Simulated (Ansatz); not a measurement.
# AgF (model cell, started as NiAs type): a soft mode frozen in

Aim: this structure of AgF (model cell, started as NiAs type) is to be tested for unstable modes, and one is followed downhill.

Main program and level: Ansatz 0.2.0; DFT PBEsol, scalar-relativistic, plane waves, PAW.

The structure was built from a prototype and need not be the compound's stable phase.

### Step 1. The structure

The structure is hexagonal, space group P6_3/mmc (No. 194). The conventional cell has a = 3.038 Å, b = 3.038 Å, c = 6.862 Å, α = 90.00°, β = 90.00°, γ = 120.00°. Ag has 6 F at 2.45 Å nearest. F has 6 Ag at 2.45 Å nearest. Farther neighbours and most contacts between anions are not listed.

Structure file:

```cif
data_structure
_symmetry_space_group_name_H-M 'P6_3/mmc'
_symmetry_Int_Tables_number 194
_cell_length_a 3.0381
_cell_length_b 3.0381
_cell_length_c 6.8620
_cell_angle_alpha 90.000
_cell_angle_beta 90.000
_cell_angle_gamma 120.000
_cell_volume 54.85
loop_
_atom_site_label
_atom_site_type_symbol
_atom_site_symmetry_multiplicity
_atom_site_Wyckoff_symbol
_atom_site_fract_x
_atom_site_fract_y
_atom_site_fract_z
_atom_site_occupancy
Ag1 Ag 2 a 0.00000 0.00000 0.00000 1
F1 F 2 c 0.33333 0.66667 0.25000 1
```

### Step 2. The dispersion

The cell comes from relaxations at this level that are not shown. Stability and thermal properties need the whole zone. Linear response on a 3×3×2 q mesh gives force constants as far as a supercell of that size would.

input.yaml reads:

```yaml
crystal:
  lattice:
    - [3.0380659028, 2.5779e-06, 0.0]
    - [-1.5190351839, 2.6310409612, 0.0]
    - [0.0, 0.0, 6.8619586866]
  atoms:
    - { symbol: Ag, position: [0.0, 0.0, 0.0] }
    - { symbol: Ag, position: [0.0, 0.0, 0.5] }
    - { symbol: F, position: [0.3333333333, 0.6666666667, 0.25] }
    - { symbol: F, position: [0.6666666667, 0.3333333333, 0.75] }
kpoints:
  mp_grid: { grid: [15, 15, 6] }
hamiltonian:
  xc: pbesol
scf:
  occupations: { method: methfessel_paxton, width: 0.2 }
output:
  eigenvalues: true
phonons:
  method: dfpt
  qmesh: [3, 3, 2]
  temperatures: { t_max: 1000, t_step: 50 }
  qpath:
    path:
      - [[0.0, 0.0, 0.0], [0.5, 0.0, 0.0], [0.33333333, 0.33333333, 0.0], [0.0, 0.0, 0.0], [0.0, 0.0, 0.5], [0.5, 0.0, 0.5], [0.33333333, 0.33333333, 0.5], [0.0, 0.0, 0.5]]
      - [[0.5, 0.0, 0.5], [0.5, 0.0, 0.0]]
      - [[0.33333333, 0.33333333, 0.5], [0.33333333, 0.33333333, 0.0]]
    npoints: 10
```

On the command line:

```console
$ ansatz run input.yaml --threads 4 --pin off --max-ram 7168MiB --backend cpu --events-out ev --progress --plain --runs-dir out
```

Numbers of over 12 decimals in the logs are rounded to 6 here.

The program printed:

```text
Warning: phonons: the dynamical matrix that this run interpolates holds no multipole term above the dipole-dipole one, and a site of this crystal is no centre of inversion, so its interpolated transverse optical and acoustic branches and sound speeds can stay off near Gamma, and the density of states and the thermodynamics with them. What a run solves at a wave vector of phonons.qpoints, Gamma apart, where the deck admits one, is free of this, and under fd what a larger phonons.supercell samples
Engine: ansatz 0.2.0, x86_64-unknown-linux-gnu
Pseudopotentials: kind: paw
Pseudopotential: Ag, paw, valence charge 19, recommended cutoff 420 eV (normal), Ag.paw.azcp
Pseudopotential: F, paw, valence charge 7, recommended cutoff 420 eV (normal), F.paw.azcp
Functional definition: PBEsol
  exchange = pbesol_x
  correlation = pbesol_c
Crystal: 4 atoms, lattice volume = 54.850 Å³
Basis set: ecut = 420 eV, 1079 PW (Γ), exchange–correlation on 48×48×96 points (8 copies of the dense FFT grid, shifted against one another)
Bands: 32, of which v1, the nominal top of the filled ones, is band 26 counted from 1 (25 counted from 0)
Symmetry: 24 space group operations
k-points: 108 of 1350
Non-local potential: Ag, projectors of the file, l = 0: 3, l = 1: 2, l = 2: 2, l = 3: 1
Non-local potential: F, projectors of the file, l = 0: 2, l = 1: 2, l = 2: 1
PAW form: soft (Blöchl's): semilocal exchange-correlation on the pseudo side does not see the compensation charge
PAW frozen core: Ag, regenerated for the run's functional, and the local potential with it (the file was generated under x = pbe(κ = 0.804, μ = 0.219515), c = pbe(β = 0.066725))
PAW frozen core: F, regenerated for the run's functional, and the local potential with it (the file was generated under x = pbe(κ = 0.804, μ = 0.219515), c = pbe(β = 0.066725))
PAW one-centre angular grid: Ag, 590 points (default); XC on 64 Gauss nodes
PAW one-centre angular grid: F, 110 points (default); XC on 64 Gauss nodes
Initial density: superposition of atomic densities (neutral atoms: chi_scale 0, normalization atom), corrected by the library's trained network
Initial wavefunctions: pseudopotential atomic-orbital guess
Functional: x = pbesol(κ = 0.804, μ = 0.123457), c = pbesol(β = 0.046)
SCF iter   1: F=—  HF=-16643.177056 eV  |F-HF|=—  |Δ(HF+E_count)|=         —  Δρ=1.76e-2  dr2=1.19e-1  ethr=1.77e-3  ⟨swp⟩=4.7  Hψ=11685  notcnv=0
preconditioner: auto → LDOS  [metal: Δε(μ)=0.059 eV  Ē_g=13.144 eV  σ=0.200 eV  W_gap=0.25  n_scr=22 (ndim 8)  ℏωp=30.1 eV  f_vac=0.034  D(μ)=1.24/eV (n_scr^D=4)  β→1.0]
SCF iter   2: F=—  HF=-16643.212149 eV  |F-HF|=—  |Δ(HF+E_count)|=   3.51e-2  S|Δr|=    0.00e0  Δρ=2.42e-2  dr2=2.12e-1  ethr=2.29e-4  ⟨swp⟩=2.0  Hψ=7389  notcnv=0  defer=169
SCF iter   3: F=—  HF=-16643.152152 eV  |F-HF|=—  |Δ(HF+E_count)|=   6.00e-2  S|Δr|=    0.00e0  Δρ=7.62e-3  dr2=2.05e-2  ethr=2.29e-4  ⟨swp⟩=2.2  Hψ=5023  notcnv=0  defer=169
SCF iter   4: F=—  HF=-16643.145712 eV  |F-HF|=—  |Δ(HF+E_count)|=   6.44e-3  S|Δr|=    0.00e0  Δρ=5.96e-4  dr2=1.80e-4  ethr=3.95e-5  ⟨swp⟩=2.0  Hψ=5007  notcnv=0  defer=169
SCF iter   5: F=—  HF=-16643.145678 eV  |F-HF|=—  |Δ(HF+E_count)|=   3.40e-5  S|Δr|=    0.00e0  Δρ=7.19e-5  dr2=1.10e-6  ethr=3.46e-7  ⟨swp⟩=2.2  Hψ=5264  notcnv=0  defer=169
SCF iter   6: F=—  HF=-16643.145669 eV  |F-HF|=—  |Δ(HF+E_count)|=   9.02e-6  S|Δr|=    0.00e0  Δρ=6.76e-6  dr2=1.78e-8  ethr=2.11e-9  ⟨swp⟩=2.0  Hψ=5385  notcnv=0  defer=157
SCF iter   7: F=—  HF=-16643.145669 eV  |F-HF|=—  |Δ(HF+E_count)|=  7.28e-12  S|Δr|=    0.00e0  Δρ=7.54e-7  dr2=2.05e-10  ethr=3.42e-11  ⟨swp⟩=2.1  Hψ=4681  notcnv=0  defer=156
SCF iter   8: F=-16643.145669 eV  HF=-16643.145669 eV  |F-HF|=3.64e-12  |Δ(HF+E_count)|=  3.64e-12  S|Δr|=    0.00e0  Δρ=7.69e-8  dr2=9.85e-13  ethr=1.00e-12  ⟨swp⟩=9.2  Hψ=16382  notcnv=0
SCF 1 converged in 8 iterations: F = -16643.145669 eV  dr2 = 9.85e-13
  greatest PAW one-centre occupation: 1.001 electrons in one spin orbital (limit 2), on the Ag atom at site 1 (counted from 0), in its partial waves of l = 0
Initial density: read from a saved state, or passed on in memory by an earlier SCF of this step, an earlier step, the calling program or the single point that the run made first
iter 1 solved again at ethr=6.20e-9 eV; its pass at ethr=3.10e-3 eV (dr2=3.23e-6 eV) is discarded
SCF iter   1: F=—  HF=-16643.145669 eV  |F-HF|=—  |Δ(HF+E_count)|=         —  Δρ=1.97e-7  dr2=1.19e-11  ethr=6.20e-9  ⟨swp⟩=3.7  Hψ=21308  notcnv=0
eigensolver tolerance schedule: the retry pair's looser diagonalisation over-reported the residual by 270894.67 of it (diagonalisation noise at 1.18 of the residual, at the tolerance the schedule requests for it); recorded, not acted on — ethr = c·dr2/N_el stays at c = 1.0e-1
preconditioner: auto → LDOS  [insulator: Δε(μ)=0.140 eV  Ē_g=13.243 eV  σ=0.200 eV  W_gap=0.53  n_scr=22 (ndim 8)  ℏωp=30.1 eV  f_vac=0.031  D(μ)=1.20/eV (n_scr^D=4)  ε∞_Penn≈6.2  β→1.0]
SCF iter   2: F=—  HF=-16643.145669 eV  |F-HF|=—  |Δ(HF+E_count)|=   1.03e-9  S|Δr|=    0.00e0  Δρ=3.94e-7  dr2=5.42e-11  ethr=1.00e-12  ⟨swp⟩=2.3  Hψ=6320  notcnv=0
SCF iter   3: F=-16643.145669 eV  HF=-16643.145669 eV  |F-HF|=7.28e-12  |Δ(HF+E_count)|=  2.18e-11  S|Δr|=    0.00e0  Δρ=1.11e-7  dr2=3.93e-12  ethr=1.00e-12  ⟨swp⟩=2.9  Hψ=10093  notcnv=0
SCF 2 converged in 3 iterations: F = -16643.145669 eV  dr2 = 3.93e-12
phonons: the bands overlap, so this run is a metal and interpolates without the dipole-dipole term. If the crystal is really an insulator or semiconductor, its LO-TO splitting is missing
NSCF: frozen V_eff on 108 k-points
NSCF: frozen V_eff on 676 k-points
DFPT response loops at q = (0, 0, 0) (fractional): preconditioner auto → Kerker (q_TF=auto, 2.704 Å⁻¹) (partly filled bands, converged f_vac=0.031); β = 1.00, the filter's whole step (`scf.mixing.beta` (0.50) is not read by the response loops under this deck's `scf.mixing.preconditioner`; to damp them name `kerker` or `kerker_dos`, under which they read `scf.mixing.beta`, and type it under 1.00, their step now; both keys bind the ground state too); Broyden in place of MSR1
NSCF: frozen V_eff on 1352 k-points
DFPT response loops at q = (0, 0, -0.5) (fractional): mixed as the last ones told, above
NSCF: frozen V_eff on 2700 k-points
DFPT response loops at q = (0, 0.333333, 0) (fractional): mixed as the last ones told, above
NSCF: frozen V_eff on 2700 k-points
DFPT response loops at q = (0, 0.333333, -0.5) (fractional): mixed as the last ones told, above
NSCF: frozen V_eff on 2700 k-points
DFPT response loops at q = (0.333333, 0.333333, 0) (fractional): mixed as the last ones told, above
NSCF: frozen V_eff on 2700 k-points
DFPT response loops at q = (0.333333, 0.333333, -0.5) (fractional): mixed as the last ones told, above
SCF converged after 8 iterations
Stability not checked: this state was not tested for a lower state beside it, because cold or Methfessel-Paxton smearing, or corrected tetrahedra, fill the levels in a way that the test cannot read (fill_not_monotonic; see scf.lower_state_search)
Free energy (F): -16643.145669 eV
Harris-Foulkes:  -16643.145669 eV  (|F-HF|=3.64e-12)
Internal energy: -16643.152227 eV  (E = F + TS)
E sigma→0 (E₀):  -16643.147308 eV
Entropy (-TS):   0.006557 eV (1.639 meV/atom)
Fermi energy:    10.301415 eV
--- Per-component energies (eV) ---
  E_band       = -625.256868
  E_kinetic    = 1465.817424
  E_local      = -5894.791752  (includes V_loc(G=0)·N_el)
  E_nonlocal   = 321.254040
  E_hartree    = 2555.269447
  E_xc         = -519.751237
  E_vxc        = -665.066560  (∫ρ·V_xc dr)
  E_paw        = -8062.253917  (= ΣΔE_a)
  E_vpaw       = -963.013296  (= ΣTr[D̂ρ^β])
  E_aug_tail   = 0.004373  (compensation charges beyond the density's cutoff)
  E_ewald      = -6509.430968
  E_core_change = 0.730363  (= ΣΔE_core)
  E_smearing   = 0.006557  (= −TS)
  E_closure    = -0.000000  (closes the sum)
  Σ components = -16643.145669   (vs F -16643.145669, Δ=0.00e0)
--- Band table (eV; the first three rows and the last of 108) ---
  k-point 0: bands = [... 22 lower, 9.0142, 9.0142, 9.7516, 9.7525, 9.7525, 14.2040, 15.7915, 22.9835, ... 2 higher]
  k-point 1: bands = [... 22 lower, 9.0560, 9.0560, 9.7046, 9.7046, 9.9817, 13.5348, 16.5340, 22.1055, ... 2 higher]
  k-point 2: bands = [... 22 lower, 9.1862, 9.1862, 9.5700, 9.5700, 10.6024, 12.4864, 17.8052, 20.6660, ... 2 higher]
  k-point 107: bands = [... 22 lower, 9.1893, 9.1893, 10.2581, 10.2581, 17.9408, 17.9408, 18.1088, 18.1088, ... 2 higher]
--- Phonons (Γ-DFPT): 4 representative perturbations + reference (Σ response iterations 14) ---
  ASR residual: 5.151e-5 → 0.000e0 eV/Å²; symmetrization residual: 2.884e-6 eV/Å²
  ASR residual per site (eV/Å²): 2.44e-5 2.44e-5 5.15e-5 5.15e-5
  Γ frequencies (cm⁻¹): -26.44 -26.44 0.00 0.00 0.00 40.58 40.58 116.09 116.09 164.11 258.48 314.38
--- Phonons (arbitrary-q DFPT): 6 irreducible q on the 3×3×2 mesh ---
  q = [0.0000, 0.0000, 0.0000] (star 1, of the zone-centre solve; hermiticity 7.87e-7, symmetrization 1.32e-7): -26.44 -26.44 -0.00 0.00 0.00 40.58 40.58 116.09 116.09 164.11 258.48 314.38
  q = [0.0000, 0.0000, -0.5000] (star 1, 4 solved perturbations in 1382 linear systems a pass and spin channel, the states on 676 of 1350 k-point pairs; hermiticity 6.06e-7, symmetrization 1.14e-7): -21.53 -21.53 -21.53 -21.53 82.31 82.31 82.31 82.31 111.13 111.13 296.54 296.54
  q = [0.0000, 0.3333, 0.0000] (star 6, 6 solved perturbations in 5700 linear systems a pass and spin channel, the states on 1350 of 1350 k-point pairs; hermiticity 1.09e-6, symmetrization 2.80e-7): -20.19 36.23 50.42 59.72 62.24 91.79 118.88 155.45 191.93 216.03 221.98 261.20
  q = [0.0000, 0.3333, -0.5000] (star 6, 6 solved perturbations in 5700 linear systems a pass and spin channel, the states on 1350 of 1350 k-point pairs; hermiticity 1.01e-6, symmetrization 3.53e-7): 36.41 36.41 42.65 42.65 105.84 105.84 119.48 119.48 211.28 211.28 239.28 239.28
  q = [0.3333, 0.3333, 0.0000] (star 2, 4 solved perturbations in 2680 linear systems a pass and spin channel, the states on 1350 of 1350 k-point pairs; hermiticity 9.65e-7, symmetrization 1.76e-7): -35.71 -35.71 74.63 80.72 90.44 90.44 183.60 183.60 202.08 202.08 218.31 225.59
  q = [0.3333, 0.3333, -0.5000] (star 2, 4 solved perturbations in 2680 linear systems a pass and spin channel, the states on 1350 of 1350 k-point pairs; hermiticity 1.22e-6, symmetrization 3.18e-7): -35.60 -35.60 76.58 76.58 97.37 97.37 131.07 131.07 220.02 220.02 229.49 229.49
  sum rule: each row above includes the acoustic sum rule's correction from the zone centre's row sums; it moved no ω² by more than (0.86 cm⁻¹)²
  mesh force constants: q→R imaginary residual 1.17e-16; ASR residual 5.151e-5 → 0.000e0 eV/Å²; symmetrization residual 2.665e-15 eV/Å²
  interpolated dispersion: 93 rows × 12 modes
  density of states and harmonic sums: on the 24×24×10 q-mesh, interpolated from the force constants of a 3×3×2 supercell (no non-analytic term)
  largest difference from the sums on the solved wave vectors: F 1.19e-1 eV, S 1.51e-4 and C_V 3.23e-5 eV/K
  zero-point energy: 0.090728 eV/cell   skipped modes (ω ≤ 0): 371, of them read as no rigid motion or as one in doubt: 368 (9.047e-1 modes/cell left out, lowest -37.30 cm⁻¹)   left out of the sums: 7.54e-2 of the cell's modes: C_V's classical limit lies that fraction below 3 k_B per atom; for a crystal, a wire or a layer, F and S can be off by more, and a phonons.interpolated_qmesh denser along its periods is the remedy for the sampling
```

Run time: 9.5 min. Hardware: 4 threads of Intel Xeon 6975P-C (Granite Rapids), shared host; peak memory 4.7 GiB.

The column dr2 measures how far the density is from self-consistency, as an energy; F and HF (Harris–Foulkes) agree once it is small.

Numbers from this step:

| Item | Value |
| --- | --- |
| volume per atom | 13.71 Å³ |
| gap on the k-mesh | 0 eV |
| sum-rule residual before enforcement | 5.15e-5 eV/Å² |
| lowest frequency on the path | -37.28 cm⁻¹ |
| point group | 6/mmm |
| highest frequency on the path or at a solved wavevector | 314.4 cm⁻¹ |
| highest optical mode at the zone centre (no LO-TO term) | 314.4 cm⁻¹ |
| lowest optical zone-centre mode | -26.44 cm⁻¹ |
| lowest mode on the q mesh (acoustic modes at Γ apart) | -35.71 cm⁻¹ |

Frequencies (cm⁻¹) solved at each irreducible wavevector; negative means imaginary. Frequencies by wavevector, by row:

| q in reciprocal lattice units | star | mode 1 | mode 2 | mode 3 | mode 4 | mode 10 | mode 11 | mode 12 |
| --- | --- | --- | --- | --- | --- | --- | --- | --- |
| 0 0 0 | 1 | -26.4 | -26.4 | 0 | 0 | 164.1 | 258.5 | 314.4 |
| 0 0 -0.5 | 1 | -21.5 | -21.5 | -21.5 | -21.5 | 111.1 | 296.5 | 296.5 |
| 0 0.3333 0 | 6 | -20.2 | 36.2 | 50.4 | 59.7 | 216 | 222 | 261.2 |
| 0 0.3333 -0.5 | 6 | 36.4 | 36.4 | 42.6 | 42.6 | 211.3 | 239.3 | 239.3 |
| 0.3333 0.3333 0 | 2 | -35.7 | -35.7 | 74.6 | 80.7 | 202.1 | 218.3 | 225.6 |
| 0.3333 0.3333 -0.5 | 2 | -35.6 | -35.6 | 76.6 | 76.6 | 220 | 229.5 | 229.5 |

Interpolated from a 3×3×2 q mesh. Phonon branches along the path, in cm⁻¹:

| point | branch 1 | branch 2 | branch 3 | branch 4 | branch 9 | branch 10 | branch 11 | branch 12 |
| --- | --- | --- | --- | --- | --- | --- | --- | --- |
| Γ | -26 | -26 | 0 | 0 | 116 | 164 | 258 | 314 |
| halfway | -18 | 19 | 49 | 54 | 180 | 196 | 218 | 279 |
| M | -33 | 46 | 48 | 64 | 166 | 239 | 246 | 252 |
| halfway | -36 | 34 | 64 | 74 | 176 | 230 | 232 | 242 |
| K | -36 | -36 | 75 | 81 | 202 | 202 | 218 | 226 |
| halfway | -24 | 41 | 48 | 65 | 199 | 201 | 209 | 268 |
| Γ | -26 | -26 | 0 | 0 | 116 | 164 | 258 | 314 |
| halfway | -27 | -27 | -11 | -11 | 106 | 149 | 272 | 311 |
| A | -22 | -22 | -22 | -22 | 111 | 111 | 296 | 296 |
| halfway | 24 | 24 | 35 | 35 | 184 | 184 | 257 | 257 |
| L | 46 | 46 | 70 | 70 | 205 | 205 | 251 | 251 |
| halfway | 24 | 24 | 76 | 76 | 208 | 208 | 243 | 243 |
| H | -36 | -36 | 77 | 77 | 220 | 220 | 230 | 230 |
| halfway | 13 | 13 | 51 | 51 | 195 | 195 | 246 | 246 |
| A | -22 | -22 | -22 | -22 | 111 | 111 | 296 | 296 |
| jump to L | 46 | 46 | 70 | 70 | 205 | 205 | 251 | 251 |
| halfway | 24 | 46 | 46 | 82 | 176 | 227 | 250 | 252 |
| M | -33 | 46 | 48 | 64 | 166 | 239 | 246 | 252 |
| jump to H | -36 | -36 | 77 | 77 | 220 | 220 | 230 | 230 |
| halfway | -36 | -36 | 75 | 79 | 218 | 221 | 221 | 224 |
| K | -36 | -36 | 75 | 81 | 202 | 202 | 218 | 226 |

Symmetry leaves 6 wavevectors to solve. The lowest mode among them, the acoustic zeros apart, lies at q = (0.333, 0.333, 0) and is imaginary, 35.7i cm⁻¹, so the energy falls along it.

### Step 3. The mode frozen in, largest atomic shift 0 Å

The mode followed lies at q = (0.333, 0.333, 0) with frequency 35.7i cm⁻¹ and is 2-fold degenerate, the softest among the wavevectors solved. At small amplitude the distorted cell has space group no. 157 by a symmetry search on the positions. The undistorted cell that holds it gives the zero of energy on the same k mesh.

System of this step: AgF (model cell, started as NiAs type). It takes space group P6_3/mmc (No. 194, hexagonal). The conventional cell has a = 3.038 Å, b = 3.038 Å, c = 6.862 Å, α = 90.00°, β = 90.00°, γ = 120.00°. Ag has 6 F at 2.45 Å nearest. F has 6 Ag at 2.45 Å nearest. Farther neighbours and most contacts between anions are not listed.

input.yaml reads:

```yaml
crystal:
  lattice:
    - [4.5570966216, 2.6310461171, 0.0]
    - [-4.4651e-06, 5.2620845003, 0.0]
    - [0.0, 0.0, 6.8619586866]
  atoms:
    - { symbol: Ag, position: [0.3333333333, 0.3333333333, 0.0] }
    - { symbol: Ag, position: [0.6666666667, 0.6666666667, 0.0] }
    - { symbol: Ag, position: [0.0, 1.0, 0.0] }
    - { symbol: Ag, position: [0.3333333333, 0.3333333333, 0.5] }
    - { symbol: Ag, position: [0.6666666667, 0.6666666667, 0.5] }
    - { symbol: Ag, position: [0.0, 1.0, 0.5] }
    - { symbol: F, position: [1.0, 0.3333333333, 0.25] }
    - { symbol: F, position: [0.3333333333, 0.6666666667, 0.25] }
    - { symbol: F, position: [0.6666666667, 0.0, 0.25] }
    - { symbol: F, position: [0.3333333333, 0.0, 0.75] }
    - { symbol: F, position: [0.6666666667, 0.3333333333, 0.75] }
    - { symbol: F, position: [1.0, 0.6666666667, 0.75] }
kpoints:
  mp_grid: { grid: [9, 9, 6] }
hamiltonian:
  xc: pbesol
scf:
  occupations: { method: methfessel_paxton, width: 0.2 }
output:
  forces: true
  stress: true
  eigenvalues: true
```

The program printed:

```text
[...]
Crystal: 12 atoms, lattice volume = 164.549 Å³
Basis set: ecut = 420 eV, 3221 PW (Γ), exchange–correlation on 72×72×96 points (8 copies of the dense FFT grid, shifted against one another)
Bands: 94, of which v1, the nominal top of the filled ones, is band 78 counted from 1 (77 counted from 0)
Symmetry: 72 space group operations
[...]
k-points: 48 of 486
[...]
k-point 0: bands = [... 74 lower, 9.7525, 9.8427, 9.8427, 9.8427, 9.8427, 14.2040, 15.7915, 17.8946, ... 12 higher]
  k-point 1: bands = [... 74 lower, 9.9817, 9.9941, 9.9941, 9.9941, 9.9941, 13.5348, 16.5340, 17.8954, ... 12 higher]
  k-point 2: bands = [... 74 lower, 10.1840, 10.1840, 10.1840, 10.1840, 10.6024, 12.4864, 17.8052, 17.9075, ... 12 higher]
  k-point 47: bands = [... 74 lower, 9.5752, 9.5752, 9.5752, 9.5752, 13.7622, 13.7622, 13.7622, 13.7622, ... 12 higher]
[key lines of the parts left out:]
SCF converged after 7 iterations
Free energy (F): -49929.436955 eV
Fermi energy:    10.301474 eV
P = ⅓ Tr σ = -0.0030 GPa (-0.030 kbar)
```

The job ended after 8.2 s (4 threads; peak memory 0.99 GiB).

This step gave:

- pressure: -0.002974 GPa
- energy from the undistorted cell: 0 meV/atom

The run ends at a pressure of 0.00 GPa.

[end of part 1 of 2]

[Logs are printed without paths, hosts, clocks, repeated set-up lines and the standing remarks that a program may print on its own settings, such as how far it seeks lower states.]

[Hosts, paths, dates, database ids (printed as entryN), source tags and the programs' standing remarks are cut or masked in the printed files.]
